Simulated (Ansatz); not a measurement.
# Work function of V(110): what the settings cost and change

How far do functional and pseudopotentials move the work function of V(110), and at what cost?

Program: Ansatz 0.2.0. Level of theory: plane-wave DFT, PBE, Ansatz PAW, in the first sound run; inputs show where later runs differ. Values are calculated unless marked as measured.

### 1. The structure

The cell holds 7 atoms: 7 V. Cell: a = 2.615 Å, b = 2.615 Å, c = 30.813 Å, α = 90.0°, β = 90.0°, γ = 70.5°. Vacuum lies along c.

### 2. Slab, setting PBE, Ansatz PAW (420 eV)

A work function rests on the faint tail of the density, so the SCF threshold is tight. PBE on the default files comes first; the next runs keep the geometry and change functional or files, each at the cutoff that its files recommend; a relaxation and, for heavy metals, spin-orbit coupling close the ladder.

Input file input.yaml:

```yaml
crystal:
  lattice:
    - [2.1354624792, -1.51, 0.0]
    - [2.1354624792, 1.51, 0.0]
    - [0.0, 0.0, 30.8127748751]
  atoms:
    - { symbol: V, position: [0.0, 0.0, 0.2920866438] }
    - { symbol: V, position: [0.5, 0.5, 0.3613910959] }
    - { symbol: V, position: [0.0, 0.0, 0.4306955479] }
    - { symbol: V, position: [0.5, 0.5, 0.5] }
    - { symbol: V, position: [0.0, 0.0, 0.5693044521] }
    - { symbol: V, position: [0.5, 0.5, 0.6386089041] }
    - { symbol: V, position: [0.0, 0.0, 0.7079133562] }
kpoints:
  mp_grid: { grid: [16, 16, 1] }
hamiltonian:
  xc: pbe
scf:
  occupations: { method: fermi_dirac, width: 0.1 }
  convergence: { dr2_threshold: 1.0e-09 }
efield:
  axis: 3
  dipole_correction: true
  ramp_position: 0.97
  ramp_width: 0.06
output:
  write_potential: true
  write_density: true
  volumetric_format: npy
  elf: true
```

The run is started by

```console
ansatz run input.yaml --threads 2 --pin off --max-ram 3072MiB --backend cpu --events-out ev --progress --plain --runs-dir out
```

Standard output:

```text
Engine: ansatz 0.2.0, aarch64-unknown-linux-gnu
Pseudopotentials: kind: paw
Pseudopotential: V, paw, valence charge 13, recommended cutoff 420 eV (normal), V.paw.azcp
Functional definition: PBE
  parameter kappa = 0.804
  parameter beta = 0.066725
  exchange = pbe_x(kappa = kappa, mu = beta*pi^2/3)
  correlation = pbe_c(beta = beta)
Crystal: 7 atoms, lattice volume = 198.715 Å³
Basis set: ecut = 420 eV, 3845 PW (Γ)
Bands: 55, of which v1, the nominal top of the filled ones, is band 46 counted from 1 (45 counted from 0)
Symmetry: 4 space group operations
k-points: 73 of 256
Non-local potential: V, projectors of the file, l = 0: 3, l = 1: 2, l = 2: 3, l = 3: 1
PAW form: soft (Blöchl's): semilocal exchange-correlation on the pseudo side does not see the compensation charge
PAW one-centre angular grid: V, 590 points (default); XC on 64 Gauss nodes
Initial density: superposition of atomic densities (neutral atoms: chi_scale 0, normalization atom), corrected by the library's trained network
Initial wavefunctions: pseudopotential atomic-orbital guess
Functional: x = pbe(κ = 0.804, μ = 0.219515), c = pbe(β = 0.066725)
SCF iter   1: F=—  HF=-20385.159165 eV  |F-HF|=—  |Δ(HF+E_count)|=         —  Δρ=2.26e-2  dr2=1.86e1  ethr=1.77e-3  p=0.000 e·Å  D=2.87e-13 V/Å  ΔV_dip=-0.00 eV  dr2_dipole=3.42e-9  V_vac-E_F(+/−)=5.02/5.02 eV  ⟨swp⟩=8.5  Hψ=17672  notcnv=0
efield: sawtooth ramp at fractional position 0.9700 (set: `efield.ramp_position`, or a place that a band, a saddle search or an elastic batch's reference lends), width 0.0600; the density the first Hamiltonian is built on has a dipole p = 0.000 e·Å; the dipole correction subtracts the counter field D = 2.87e-13 V/Å, which shifts the + side's vacuum level by -0.00 eV against the − side's; the planar-averaged density in the ramp window peaks in size at 2.4e-5 e/Å³
preconditioner: auto → LDOS  [metal: Δε(μ)=0.006 eV  Ē_g=2.804 eV  σ=0.100 eV  W_gap=0.01  n_scr=22 (ndim 8)  ℏωp=15.6 eV  f_vac=0.468  D(μ)=12.47/eV (n_scr^D=150)  β→1.0]
SCF iter   2: F=—  HF=-20385.016269 eV  |F-HF|=—  |Δ(HF+E_count)|=   1.43e-1  Δρ=3.74e-3  dr2=6.36e-2  ethr=1.77e-3  p=0.000 e·Å  D=9.65e-6 V/Å  ΔV_dip=-0.00 eV  dr2_dipole=1.26e-8  V_vac-E_F(+/−)=4.75/4.75 eV  ⟨swp⟩=2.7  Hψ=5187  notcnv=0
SCF iter   3: F=—  HF=-20385.017476 eV  |F-HF|=—  |Δ(HF+E_count)|=   1.21e-3  Δρ=2.80e-3  dr2=2.98e-2  ethr=6.99e-5  p=0.000 e·Å  D=1.13e-5 V/Å  ΔV_dip=-0.00 eV  dr2_dipole=8.05e-9  V_vac-E_F(+/−)=4.81/4.81 eV  ⟨swp⟩=2.9  Hψ=7963  notcnv=0
SCF iter   4: F=—  HF=-20385.012839 eV  |F-HF|=—  |Δ(HF+E_count)|=   4.64e-3  Δρ=4.01e-4  dr2=5.99e-4  ethr=3.28e-5  p=0.000 e·Å  D=8.57e-6 V/Å  ΔV_dip=-0.00 eV  dr2_dipole=4.85e-9  V_vac-E_F(+/−)=4.77/4.77 eV  ⟨swp⟩=2.1  Hψ=5864  notcnv=0
SCF iter   5: F=—  HF=-20385.012863 eV  |F-HF|=—  |Δ(HF+E_count)|=   2.43e-5  Δρ=1.33e-4  dr2=4.96e-5  ethr=6.58e-7  p=0.000 e·Å  D=4.05e-6 V/Å  ΔV_dip=-0.00 eV  dr2_dipole=9.58e-10  V_vac-E_F(+/−)=4.77/4.77 eV  ⟨swp⟩=2.9  Hψ=7278  notcnv=0
SCF iter   6: F=—  HF=-20385.012880 eV  |F-HF|=—  |Δ(HF+E_count)|=   1.64e-5  Δρ=4.95e-5  dr2=6.26e-6  ethr=5.45e-8  p=0.000 e·Å  D=1.49e-6 V/Å  ΔV_dip=-0.00 eV  dr2_dipole=2.91e-11  V_vac-E_F(+/−)=4.77/4.77 eV  ⟨swp⟩=2.4  Hψ=6553  notcnv=0
SCF iter   7: F=—  HF=-20385.013058 eV  |F-HF|=—  |Δ(HF+E_count)|=   1.78e-4  Δρ=2.20e-5  dr2=3.99e-6  ethr=6.88e-9  p=0.000 e·Å  D=5.87e-7 V/Å  ΔV_dip=-0.00 eV  dr2_dipole=1.15e-13  V_vac-E_F(+/−)=4.77/4.77 eV  ⟨swp⟩=3.3  Hψ=8199  notcnv=0
SCF iter   8: F=—  HF=-20385.013058 eV  |F-HF|=—  |Δ(HF+E_count)|=   3.35e-7  Δρ=1.05e-5  dr2=4.36e-7  ethr=4.38e-9  p=0.000 e·Å  D=2.81e-7 V/Å  ΔV_dip=-0.00 eV  dr2_dipole=1.76e-13  V_vac-E_F(+/−)=4.77/4.77 eV  ⟨swp⟩=1.5  Hψ=4194  notcnv=0
SCF iter   9: F=—  HF=-20385.013058 eV  |F-HF|=—  |Δ(HF+E_count)|=   4.12e-8  Δρ=3.02e-6  dr2=9.50e-8  ethr=4.79e-10  p=0.000 e·Å  D=8.58e-8 V/Å  ΔV_dip=-0.00 eV  dr2_dipole=4.27e-14  V_vac-E_F(+/−)=4.77/4.77 eV  ⟨swp⟩=2.3  Hψ=5166  notcnv=0
SCF iter  10: F=—  HF=-20385.013058 eV  |F-HF|=—  |Δ(HF+E_count)|=  2.11e-10  Δρ=2.29e-6  dr2=3.15e-8  ethr=1.04e-10  p=0.000 e·Å  D=3.24e-8 V/Å  ΔV_dip=-0.00 eV  dr2_dipole=1.62e-18  V_vac-E_F(+/−)=4.77/4.77 eV  ⟨swp⟩=2.1  Hψ=5198  notcnv=0
SCF iter  11: F=—  HF=-20385.013058 eV  |F-HF|=—  |Δ(HF+E_count)|=   7.06e-9  Δρ=8.55e-7  dr2=4.13e-9  ethr=3.46e-11  p=0.000 e·Å  D=5.07e-9 V/Å  ΔV_dip=-0.00 eV  dr2_dipole=4.47e-13  V_vac-E_F(+/−)=4.77/4.77 eV  ⟨swp⟩=2.2  Hψ=5482  notcnv=0
SCF iter  12: F=-20385.013058 eV  HF=-20385.013058 eV  |F-HF|=4.37e-10  |Δ(HF+E_count)|=  9.86e-10  Δρ=1.68e-7  dr2=7.06e-11  ethr=1.10e-12  p=-0.000 e·Å  D=-8.60e-10 V/Å  ΔV_dip=0.00 eV  dr2_dipole=3.73e-16  V_vac-E_F(+/−)=4.78/4.78 eV  ⟨swp⟩=7.5  Hψ=11021  notcnv=0
SCF 1 converged in 12 iterations: F = -20385.013058 eV  dr2 = 7.06e-11
  greatest PAW one-centre occupation: 1.000 electrons in one spin orbital (limit 2), on the V atom at site 5 (counted from 0), in its partial waves of l = 0
WARN: The output density's exchange-correlation potential varies sharply where the density is thin. Do not read a vacuum level from v_tot or v_xc, or from such a field of the output density. On a cell that repeats whose density bears no net charge and no dipole along the vacuum's axis use v_es (v_loc + v_h of the components); under efield.dipole_correction with no amplitude use v_es + v_field, which holds any externa [...]
SCF converged after 12 iterations
Free energy (F): -20385.013058 eV
Harris-Foulkes:  -20385.013058 eV  (|F-HF|=4.37e-10)
Internal energy: -20384.593673 eV  (E = F + TS)
E sigma→0 (E₀):  -20384.803365 eV
Entropy (-TS):   -0.419385 eV (-59.912 meV/atom)
Fermi energy:    5.514492 eV
Dipole field:    D = -0.000000 V/Å  (p = -0.000000 e·Å, saw-weighted, corrected)
Work function:   Φ+ = 4.7750 eV   Φ− = 4.7750 eV
Levels:          The Fermi level and band energies are counted from a zero that moves with the ramp; work functions are not
--- Per-component energies (eV) ---
  E_band       = -2018.543631
  E_kinetic    = 2345.358082
  E_local      = -166615.893830  (includes V_loc(G=0)·N_el)
  E_nonlocal   = -316.665159
  E_hartree    = 82552.221526
  E_xc         = -908.623854
  E_vxc        = -1151.460432  (∫ρ·V_xc dr)
  E_paw        = -7789.112818  (= ΣΔE_a)
  E_vpaw       = -1384.327268  (= ΣTr[D̂ρ^β])
  E_aug_tail   = 0.001866  (compensation charges beyond the density's cutoff)
  E_efield     = 0.000000  (sawtooth field / dipole correction)
  E_vefield    = 0.000000  (∫n·V_field dr)
  E_ewald      = 70348.120515
  E_smearing   = -0.419385  (= −TS)
  E_closure    = 0.000000  (closes the sum)
  Σ components = -20385.013058   (vs F -20385.013058, Δ=0.00e0)
--- Band table (eV; the first three rows and the last of 73) ---
  k-point 0: bands = [... 42 lower, 5.5946, 5.6043, 5.6740, 5.7733, 5.8227, 5.8700, 5.9992, 6.2341, ... 5 higher]
  k-point 1: bands = [... 42 lower, 5.5230, 5.5607, 5.6068, 5.7151, 5.7984, 5.8993, 6.0211, 6.0549, ... 5 higher]
  k-point 2: bands = [... 42 lower, 5.3121, 5.4009, 5.5058, 5.6806, 5.6823, 5.6850, 5.9702, 6.0735, ... 5 higher]
  k-point 72: bands = [... 42 lower, 5.4758, 5.8446, 6.2646, 6.9867, 7.0147, 7.0902, 7.1696, 7.3118, ... 5 higher]
```

The job ended after 2.8 min (2 threads of Arm Neoverse N1, shared host; peak memory 0.98 GiB; 4.3 min of CPU time).

Read from the output:

```yaml
energy_at_zero_smearing: -20384.8034 eV
work_function_upper_face: 4.775 eV
```

Running mean over 2.135 Å of the planar mean; the ramp of the sawtooth is left out. Table of electron's electrostatic potential energy less the Fermi level by z:

z (Å), electron's electrostatic potential energy less the Fermi level (eV) and a bar from the least value:
```
        4       4.77 ##############################
        5       4.76 ##############################
        6       4.64 ##############################
        7       3.50 ###########################
        8      -3.01 ############
        9      -7.87 
       10      -7.77 
       11      -7.74 
       12      -7.73 
       13      -7.73 
       14      -7.74 
       15      -7.74 
       16      -7.74 
       17      -7.74 
       18      -7.72 
       19      -7.74 
       20      -7.74 
       21      -7.79 
       22      -7.64 #
       23      -1.49 ###############
       24       3.93 ############################
       25       4.69 ##############################
       26       4.77 ##############################
       27       4.77 ##############################
```

Electrostatic potential energy in the ca plane at fractional y = 0.000, with atoms of V within 0.2 Å of it. With pseudopotentials it is smooth inside the atoms' cores, unlike the true potential.

Ten even steps from '0' (-26 eV) to '9' (10 eV), each cell a mean:
```
88886101037888885011048888984011058999999999
88887300158888887200268888886200278999999999
88888754688888888644688888888644689999999999
87889887889887899877899888899877889999999999
88888876789888888866789888898766789999999999
88888521368888888411378888887411478999999999
88887100048888886100058888885000068999999999
99986012027899985022038999983022048999999999
```
Columns run along c (16.0 Å, from fractional 0.35 to 0.87 of the cell; values clipped at the 3rd and 97th percentile), rows up along a (2.6 Å). Atoms in or near the plane, at fractional coordinates: V at (0.43, 0.00), V at (0.57, 0.00), V at (0.71, 0.00).

Valence density in the ca plane at fractional y = 0.000, with atoms of V within 0.2 Å of it. It is the smooth field of the valence electrons, not physical close to the nuclei.

Values in units of 1e0 e/Å³, 5 rows by 16 columns, each cell a mean:
```
0.2 0.4 7.0 1.4 0.2 0.3 4.7 3.8 0.2 0.2 2.0 6.4 0.2 0.0 0.0 0.0
0.3 0.3 0.8 0.3 0.3 0.3 0.6 0.6 0.3 0.3 0.4 0.8 0.1 0.0 0.0 0.0
0.3 0.2 0.3 0.3 0.3 0.2 0.3 0.3 0.3 0.3 0.3 0.3 0.1 0.0 0.0 0.0
0.3 0.3 2.1 0.5 0.3 0.3 1.5 1.2 0.3 0.3 0.7 1.9 0.1 0.0 0.0 0.0
0.2 0.5 9.9 1.9 0.2 0.3 6.7 5.3 0.2 0.2 2.9 9.1 0.2 0.0 0.0 0.0
```
Columns run along c (16.0 Å, from fractional 0.35 to 0.87 of the cell), rows up along a (2.6 Å). Atoms in or near the plane, at fractional coordinates: V at (0.43, 0.00), V at (0.57, 0.00), V at (0.71, 0.00).

ELF in the ca plane at fractional y = 0.000, with atoms of V within 0.2 Å of it. It is the smooth field of the valence electrons, not physical close to the nuclei.

Values, 5 rows by 16 columns, each cell a mean:
```
0.39 0.31 0.68 0.35 0.40 0.36 0.53 0.47 0.38 0.42 0.39 0.66 0.10 0.07 0.02 0.00
0.29 0.37 0.27 0.30 0.32 0.39 0.25 0.26 0.38 0.34 0.30 0.27 0.20 0.14 0.02 0.00
0.27 0.46 0.23 0.41 0.31 0.41 0.29 0.32 0.40 0.32 0.38 0.23 0.32 0.17 0.03 0.00
0.32 0.33 0.41 0.28 0.34 0.37 0.33 0.30 0.38 0.36 0.29 0.41 0.13 0.11 0.02 0.00
0.43 0.32 0.72 0.39 0.43 0.36 0.59 0.53 0.39 0.45 0.44 0.70 0.10 0.06 0.02 0.00
```
Columns run along c (16.0 Å, from fractional 0.35 to 0.87 of the cell), rows up along a (2.6 Å). Atoms in or near the plane, at fractional coordinates: V at (0.43, 0.00), V at (0.57, 0.00), V at (0.71, 0.00).

The work function is 4.775 eV.

### 3. Run

This step: plane-wave DFT, LDA, Ansatz PAW (Ansatz 0.2.0).

Changes to input.yaml since step 2:

```diff
@@ -16,3 +16,3 @@
 hamiltonian:
-  xc: pbe
+  xc: lda
 scf:
@@ -29,2 +29 @@
   volumetric_format: npy
-  elf: true
```

Standard output:

```text
[...]
Crystal: 7 atoms, lattice volume = 198.715 Å³
Basis set: ecut = 420 eV, 3845 PW (Γ)
Bands: 55, of which v1, the nominal top of the filled ones, is band 46 counted from 1 (45 counted from 0)
Symmetry: 4 space group operations
k-points: 73 of 256
[...]
k-point 0: bands = [... 42 lower, 5.3079, 5.3089, 5.4124, 5.4937, 5.5255, 5.5731, 5.7029, 5.9990, ... 5 higher]
  k-point 1: bands = [... 42 lower, 5.2339, 5.2972, 5.3207, 5.4227, 5.5014, 5.6026, 5.7251, 5.8302, ... 5 higher]
  k-point 2: bands = [... 42 lower, 5.0532, 5.1070, 5.2105, 5.3838, 5.3877, 5.4450, 5.7340, 5.7788, ... 5 higher]
  k-point 72: bands = [... 42 lower, 5.1872, 5.5830, 5.9785, 6.6844, 6.7224, 6.8092, 6.8891, 7.0028, ... 5 higher]
[key lines of the parts left out:]
SCF converged after 11 iterations
Free energy (F): -20020.516537 eV
Fermi energy:    5.238532 eV
Dipole field:    D = 0.000000 V/Å  (p = 0.000000 e·Å, saw-weighted, corrected)
Work function:   Φ+ = 4.9943 eV   Φ− = 4.9943 eV
```

Wall time 2.5 min (2 threads); peak memory 0.97 GiB; 4.2 min of CPU time.

The work function is 4.994 eV, +0.219 eV from the run “PBE, Ansatz PAW (420 eV)”, at 0.97 times its CPU time.

### 4. Slab

This step: plane-wave DFT, PBEsol, Ansatz PAW (Ansatz 0.2.0).

Changes to input.yaml since step 3:

```diff
@@ -16,3 +16,3 @@
 hamiltonian:
-  xc: lda
+  xc: pbesol
 scf:
```

Standard output:

```text
[...]
Crystal: 7 atoms, lattice volume = 198.715 Å³
Basis set: ecut = 420 eV, 3845 PW (Γ)
Bands: 55, of which v1, the nominal top of the filled ones, is band 46 counted from 1 (45 counted from 0)
Symmetry: 4 space group operations
k-points: 73 of 256
[...]
k-point 0: bands = [... 42 lower, 5.4796, 5.4913, 5.5601, 5.6599, 5.7105, 5.7580, 5.8883, 6.1225, ... 5 higher]
  k-point 1: bands = [... 42 lower, 5.4081, 5.4463, 5.4936, 5.6020, 5.6861, 5.7876, 5.9103, 5.9427, ... 5 higher]
  k-point 2: bands = [... 42 lower, 5.1975, 5.2861, 5.3922, 5.5678, 5.5693, 5.5722, 5.8582, 5.9629, ... 5 higher]
  k-point 72: bands = [... 42 lower, 5.3630, 5.7265, 6.1551, 6.8726, 6.9055, 6.9701, 7.0663, 7.1958, ... 5 higher]
[key lines of the parts left out:]
SCF converged after 11 iterations
Free energy (F): -20194.738323 eV
Fermi energy:    5.400183 eV
Dipole field:    D = 0.000000 V/Å  (p = 0.000000 e·Å, saw-weighted, corrected)
Work function:   Φ+ = 4.8645 eV   Φ− = 4.8645 eV
```

Wall time 2.3 min (2 threads); peak memory 0.98 GiB.

The work function is 4.865 eV, +0.089 eV from the run “PBE, Ansatz PAW (420 eV)”, at 0.95 times its CPU time.

### 5. Run

This step: plane-wave DFT, RPBE, Ansatz PAW (Ansatz 0.2.0).

Changes to input.yaml since step 4:

```diff
@@ -16,3 +16,3 @@
 hamiltonian:
-  xc: pbesol
+  xc: rpbe
 scf:
```

Standard output:

```text
[...]
Crystal: 7 atoms, lattice volume = 198.715 Å³
Basis set: ecut = 420 eV, 3845 PW (Γ)
Bands: 55, of which v1, the nominal top of the filled ones, is band 46 counted from 1 (45 counted from 0)
Symmetry: 4 space group operations
k-points: 73 of 256
[...]
k-point 0: bands = [... 42 lower, 5.7139, 5.7268, 5.7853, 5.8919, 5.9454, 5.9925, 6.1214, 6.3318, ... 5 higher]
  k-point 1: bands = [... 42 lower, 5.6437, 5.6717, 5.7283, 5.8364, 5.9210, 6.0219, 6.1434, 6.1553, ... 5 higher]
  k-point 2: bands = [... 42 lower, 5.4300, 5.5231, 5.6280, 5.7899, 5.8036, 5.8043, 6.0727, 6.1967, ... 5 higher]
  k-point 72: bands = [... 42 lower, 5.5956, 5.9558, 6.3832, 7.1129, 7.1388, 7.2075, 7.2864, 7.4384, ... 5 higher]
[key lines of the parts left out:]
SCF converged after 12 iterations
Free energy (F): -20416.097022 eV
Fermi energy:    5.630748 eV
Dipole field:    D = 0.000001 V/Å  (p = 0.000001 e·Å, saw-weighted, corrected)
Work function:   Φ+ = 4.6533 eV   Φ− = 4.6533 eV
```

Run time: 2.5 min. Hardware: 2 threads; peak memory 0.98 GiB.

The work function is 4.653 eV, -0.122 eV from the run “PBE, Ansatz PAW (420 eV)”, at 0.97 times its CPU time.

### 6. Run

This step: plane-wave DFT, r2SCAN, Ansatz PAW (Ansatz 0.2.0).

Changes to input.yaml since step 5:

```diff
@@ -16,3 +16,3 @@
 hamiltonian:
-  xc: rpbe
+  xc: r2scan
 scf:
```

Standard output:

```text
[...]
Crystal: 7 atoms, lattice volume = 198.715 Å³
Basis set: ecut = 500 eV, 5063 PW (Γ), exchange–correlation on 80×80×900 points (64 copies of the dense FFT grid, shifted against one another)
Bands: 55, of which v1, the nominal top of the filled ones, is band 46 counted from 1 (45 counted from 0)
Symmetry: 4 space group operations
k-points: 73 of 256
[...]
k-point 0: bands = [... 42 lower, 5.5332, 5.5463, 5.5606, 5.7251, 5.7943, 5.8432, 5.9762, 6.0516, ... 5 higher]
  k-point 1: bands = [... 42 lower, 5.4299, 5.4645, 5.5597, 5.6738, 5.7682, 5.8728, 5.8830, 5.9983, ... 5 higher]
  k-point 2: bands = [... 42 lower, 5.2372, 5.3411, 5.4559, 5.5314, 5.6388, 5.6440, 5.8079, 6.0524, ... 5 higher]
  k-point 72: bands = [... 42 lower, 5.4101, 5.7502, 6.2349, 7.0379, 7.0391, 7.1126, 7.1688, 7.4011, ... 5 higher]
[key lines of the parts left out:]
SCF converged after 12 iterations
Free energy (F): -20417.324565 eV
Fermi energy:    5.424033 eV
Dipole field:    D = 0.000000 V/Å  (p = 0.000000 e·Å, saw-weighted, corrected)
Work function:   Φ+ = 4.8911 eV   Φ− = 4.8911 eV
```

Elapsed: 4.5 min, on 2 threads; peak memory 1.4 GiB; 8.2 min of CPU time.

The work function is 4.891 eV, +0.116 eV from the run “PBE, Ansatz PAW (420 eV)”, at 1.9 times its CPU time.

### 7. Run

This step: plane-wave DFT, PBE, JTH PAW (Ansatz 0.2.0).

Changes to input.yaml since step 6:

```diff
@@ -16,3 +16,4 @@
 hamiltonian:
-  xc: r2scan
+  xc: pbe
+  pseudopotentials: { kind: paw, source: jth }
 scf:
```

Standard output:

```text
[...]
k-point 0: bands = [... 42 lower, 5.7818, 5.7923, 5.8619, 5.9611, 6.0102, 6.0570, 6.1858, 6.4240, ... 14 higher]
  k-point 1: bands = [... 42 lower, 5.7103, 5.7489, 5.7948, 5.9025, 5.9857, 6.0861, 6.2074, 6.2444, ... 14 higher]
  k-point 2: bands = [... 42 lower, 5.5009, 5.5883, 5.6937, 5.8681, 5.8694, 5.8741, 6.1596, 6.2594, ... 14 higher]
  k-point 72: bands = [... 42 lower, 5.6624, 6.0325, 6.4487, 7.1692, 7.1971, 7.2748, 7.3518, 7.4937, ... 14 higher]
[key lines of the parts left out:]
SCF converged after 18 iterations
Free energy (F): -20382.285849 eV
Fermi energy:    5.702166 eV
Dipole field:    D = -0.000000 V/Å  (p = -0.000000 e·Å, saw-weighted, corrected)
Work function:   Φ+ = 4.7688 eV   Φ− = 4.7688 eV
```

Run time: 26 min. Hardware: 2 threads; peak memory 2.8 GiB; 40 min of CPU time.

The work function is 4.769 eV, -0.006 eV from the run “PBE, Ansatz PAW (420 eV)”, at 9.1 times its CPU time.

### 8. Run

This step: plane-wave DFT, PBE, norm-conserving (Ansatz 0.2.0).

Changes to input.yaml since step 7:

```diff
@@ -17,3 +17,3 @@
   xc: pbe
-  pseudopotentials: { kind: paw, source: jth }
+  pseudopotentials: { kind: nc }
 scf:
```

Standard output:

```text
[...]
Crystal: 7 atoms, lattice volume = 198.715 Å³
Basis set: ecut = 1142.878222 eV, 17443 PW (Γ)
Bands: 55, of which v1, the nominal top of the filled ones, is band 46 counted from 1 (45 counted from 0)
Symmetry: 4 space group operations
k-points: 73 of 256
[...]
k-point 0: bands = [... 42 lower, 5.6574, 5.6717, 5.7335, 5.8385, 5.8907, 5.9377, 6.0674, 6.2899, ... 5 higher]
  k-point 1: bands = [... 42 lower, 5.5862, 5.6200, 5.6736, 5.7812, 5.8661, 5.9670, 6.0888, 6.1114, ... 5 higher]
  k-point 2: bands = [... 42 lower, 5.3746, 5.4650, 5.5721, 5.7428, 5.7477, 5.7485, 6.0266, 6.1404, ... 5 higher]
  k-point 72: bands = [... 42 lower, 5.5401, 5.8991, 6.3292, 7.0477, 7.0768, 7.1464, 7.2362, 7.3739, ... 5 higher]
[key lines of the parts left out:]
SCF converged after 15 iterations
Free energy (F): -14625.153948 eV
Fermi energy:    5.576223 eV
Dipole field:    D = 0.000001 V/Å  (p = 0.000001 e·Å, saw-weighted, corrected)
Work function:   Φ+ = 4.7781 eV   Φ− = 4.7782 eV
```

Wall time 12 min (2 threads); peak memory 2 GiB; 23 min of CPU time.

The work function is 4.778 eV, +0.003 eV from the run “PBE, Ansatz PAW (420 eV)”, at 5.3 times its CPU time.

(Continued in part 2 of 2.)

[Long decimals in the printed logs are rounded to 6 places.]

[Logs are printed without paths, hosts, clocks, repeated set-up lines and the standing remarks that a program may print on its own settings, such as how far it seeks lower states.]

[Hosts, paths, dates, database ids (printed as entryN), source tags and the programs' standing remarks are cut or masked in the printed files.]

[Maps of the electrostatic potential energy from Ansatz leave out the sawtooth potential of an applied field or a dipole correction, so their vacuum need not be flat; planar profiles and work functions include it.]
